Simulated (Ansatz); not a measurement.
# What TiGe (model cell, started as zinc blende) distorts into, part 3 of 3

Wanted: the energy along a soft mode of TiGe (model cell, started as zinc blende) and the structure at the end.

Ansatz 0.2.0; DFT PBE, scalar-relativistic, plane waves, PAW.

So far. Step 4 (The mode frozen in, largest atomic shift 0.6 Å): The run ends at a pressure of -7.98 GPa, with forces up to 0.39 eV/Å. Step 5 (Energy along the mode, all amplitudes (two of the runs …): The lowest of the steps tried is the last one, at 0.6 Å, 93.2 meV/atom below the parent; the bottom of the well need not coincide with a step.

The structure was built from a prototype and need not be the compound's stable phase.

### Step 6. Relaxing from the distorted cell (continued)

Step by step:

| step | energy less that of the first step (eV) | largest force component (eV/Å) | pressure (GPa) | volume (Å³) |
| --- | --- | --- | --- | --- |
| 1 | 0.0000 | 0.3883 | -7.98 | 199.80 |
| 2 | -1.3448 | 0.7661 | -3.06 | 174.23 |
| 3 | -2.7702 | 0.8733 | -1.23 | 157.16 |
| 4 | -3.7851 | 0.9886 | -0.91 | 147.54 |
| 5 | -4.6437 | 0.8450 | 0.24 | 141.47 |
| 6 | -5.0781 | 0.3065 | 1.54 | 139.15 |
| 7 | -5.1121 | 0.0721 | 0.74 | 140.61 |
| 8 | -5.1169 | 0.0086 | -0.07 | 141.84 |
| 9 | -5.1173 | 0.0057 | -0.09 | 141.79 |
| 10 | -5.1174 | 0.0023 | 0.03 | 141.64 |
| 11 | -5.1174 | 0.0001 | 0.00 | 141.68 |
| 12* | -5.1095 | 0.0001 | 0.00 | 141.68 |

Relaxation steps marked * repeat the geometry before them on a plane-wave basis chosen anew for their cell, so energy and pressure can jump there.

Forces are held to the 4 operations that the run works with; a distortion that breaks them can't arise in this run.

| cell as run | before | after | change |
| --- | --- | --- | --- |
| a (Å) | 5.846 | 4.915 | -15.9 % |
| b (Å) | 5.846 | 4.915 | -15.9 % |
| c (Å) | 7.160 | 6.818 | -4.8 % |
| α (°) | 65.91 | 68.87 | +4.5 % |
| β (°) | 65.91 | 68.87 | +4.5 % |
| volume (Å³/atom) | 24.98 | 17.71 | -29.1 % |

The atoms that moved most (Å, as changes of fractional coordinates times the final cell):

| atom | dx | dy | dz | length |
| --- | --- | --- | --- | --- |
| Ti2 | 0.767 | 0.000 | -0.018 | 0.767 |
| Ti1 | -0.767 | 0.000 | 0.018 | 0.767 |
| Ti3 | -0.018 | 0.000 | -0.767 | 0.767 |
| Ti4 | 0.018 | 0.000 | 0.767 | 0.767 |
| Ge5 | 0.000 | 0.382 | 0.000 | 0.382 |
| Ge6 | 0.000 | -0.382 | 0.000 | 0.382 |
| Ge7 | 0.000 | -0.336 | 0.000 | 0.336 |
| Ge8 | 0.000 | 0.336 | 0.000 | 0.336 |

This step gave:

| Item | Value |
| --- | --- |
| pressure | 0.002029 GPa |
| volume per atom | 17.71 Å³ |

The distorted start has space group I-4; the relaxation ends in I4_1/amd.

### Step 7. The new phase in its own primitive cell

The relaxed structure is symmetrised, reduced to its primitive cell and relaxed tightly, as its phonons need.

File input.yaml:

```yaml
crystal:
  lattice:
    - [-2.4573513152, 2.4573513152, 5.8656751932]
    - [2.4573513152, -2.4573513152, 5.8656751932]
    - [2.4573513152, 2.4573513152, -5.8656751932]
  atoms:
    - { symbol: Ti, position: [0.875, 0.625, 0.75] }
    - { symbol: Ti, position: [0.875, 0.125, 0.25] }
    - { symbol: Ti, position: [0.875, 0.125, 0.75] }
    - { symbol: Ti, position: [0.375, 0.125, 0.25] }
    - { symbol: Ge, position: [0.4200544926, 0.9200544926, 0.5] }
    - { symbol: Ge, position: [0.0799455074, 0.5799455074, 0.5] }
    - { symbol: Ge, position: [0.3299455074, 0.3299455074, 0.0] }
    - { symbol: Ge, position: [0.6700544926, 0.6700544926, 0.0] }
kpoints:
  mp_grid: { grid: [10, 10, 10] }
hamiltonian:
  xc: pbe
scf:
  occupations: { method: gaussian, width: 0.01 }
output:
  forces: true
  stress: true
  eigenvalues: true
relax:
  adjacent_minimum: "off"
  f_tol: 0.001
  max_steps: 60
  cell: { stress_tol: 0.01 }
```

Launch:

```bash
$ ansatz run input.yaml --threads 4 --pin off --max-ram 7168MiB --backend cpu --events-out ev --progress --plain --runs-dir out
```

Numbers of over 12 decimals in the logs are rounded to 6 here.

The log of the run:

```text
[...]
Crystal: 8 atoms, lattice volume = 141.681 Å³
Basis set: ecut = 420 eV, 2775 PW (Γ), exchange–correlation on 96×96×96 points (8 copies of the dense FFT grid, shifted against one another)
Bands: 63, of which v1, the nominal top of the filled ones, is band 52 counted from 1 (51 counted from 0)
Symmetry: 16 space group operations
[...]
k-points: 102 of 1000
[...]
atoms:
    - { symbol: Ti, position: [0.875000, 0.625, 0.75] }
    - { symbol: Ti, position: [0.875, 0.125000, 0.250000] }
    - { symbol: Ti, position: [0.875000, 0.125000, 0.750000] }
    - { symbol: Ti, position: [0.375, 0.125000, 0.25] }
    - { symbol: Ge, position: [0.420050, 0.920050, 0.500000] }
    - { symbol: Ge, position: [0.079950, 0.579950, 0.500000] }
    - { symbol: Ge, position: [0.329950, 0.329950, 0] }
    - { symbol: Ge, position: [0.670050, 0.670050, 0] }
[key lines of the parts left out:]
SCF converged after 9 iterations
Free energy (F): -27181.127512 eV
Fermi energy:    12.136462 eV
P = ⅓ Tr σ = -0.0001 GPa (-0.001 kbar)
```

Wall time 2.9 min (4 threads of Arm Neoverse N1, shared host); peak memory 1 GiB; 11 min of CPU time.

Little changed from the start: no atom moved by 0.005 Å and no cell edge by 0.1 %.

Numbers from this step:

```
pressure        : -5.79e-5 GPa
volume per atom : 17.67 Å³
```

The largest force component left is 0.0076 meV/Å and the pressure is 0.000 GPa, within the tolerances set. The cell now holds 17.67 Å³/atom.

### Step 8. The phases reached

The phases reached along the modes that were followed are set side by side.

Energies are those of the first relaxation, on the mesh of the frozen mode; space group, volume and gap are those of the last relaxation. Phases, by row:

| mode frozen in | space group | energy from parent (meV/atom) | volume (Å³/atom) | gap on mesh (eV) | lowest zone-centre optical mode (cm⁻¹) | largest shift (Å) |
| --- | --- | --- | --- | --- | --- | --- |
| parent | F-43m | 0 | 24.98 | 0.246 | – | – |
| q = (0.25, -0.5, -0.25), 31i cm⁻¹ | I-42m | -248 | 18.84 | 0 | – | 1.458 |
| q = (0.25, -0.5, -0.25), 31i cm⁻¹ | I4_1/amd | -731.9 | 17.67 | 0 | – | 1.229 |
| q = (0.25, -0.5, -0.25), 31i cm⁻¹ | I4_1/amd | -731.9 | 17.67 | 0 | – | 1.229 |

### Step 9. What came out

| Quantity | Value |
| --- | --- |
| unstable mode of the parent | q = (0.25, -0.5, -0.25), 31i cm⁻¹ |
| depth at the lowest point sampled | 93.2 meV/atom |
| largest atomic shift at that point | 0.6 Å |
| space group reached (within 0.01 Å) | I4_1/amd |
| energy gained over the parent (first relaxation, on the mesh of the frozen mode) | 732 meV/atom |
| volume per atom, phase reached | 17.7 Å³ |

What this shows: Along this mode the structure falls into I4_1/amd, 732 meV/atom below the parent. At the parent's cell the well is 93.25 meV/atom deep on the steps tried, with its lowest point at a shift of 0.6 Å. That is the last step tried, so the steps alone don't bracket the bottom of the well. Relaxing atoms and cell changes the gain by +638.66 meV/atom against the lowest step (energies at zero smearing). Most of the total comes from this relaxation. The modes of the phase reached were not computed on this path. Of the 3 patterns followed to their end from this parent, this one reaches the lowest energy. Each path keeps the symmetry of its pattern, so a lower phase may lie along a pattern not tried. The program warns that the interpolation holds no quadrupole term, so branches close to Γ can be off in this crystal. The volume moved by more than a tenth on the k mesh of the start, so the energy gain is rough. The starting cell was built on a prototype and not taken from a measurement, so the phase need not exist.

[Logs are printed without paths, hosts, clocks, repeated set-up lines and the standing remarks that a program may print on its own settings, such as how far it seeks lower states.]

[Hosts, paths, dates, database ids (printed as entryN), source tags and the programs' standing remarks are cut or masked in the printed files.]
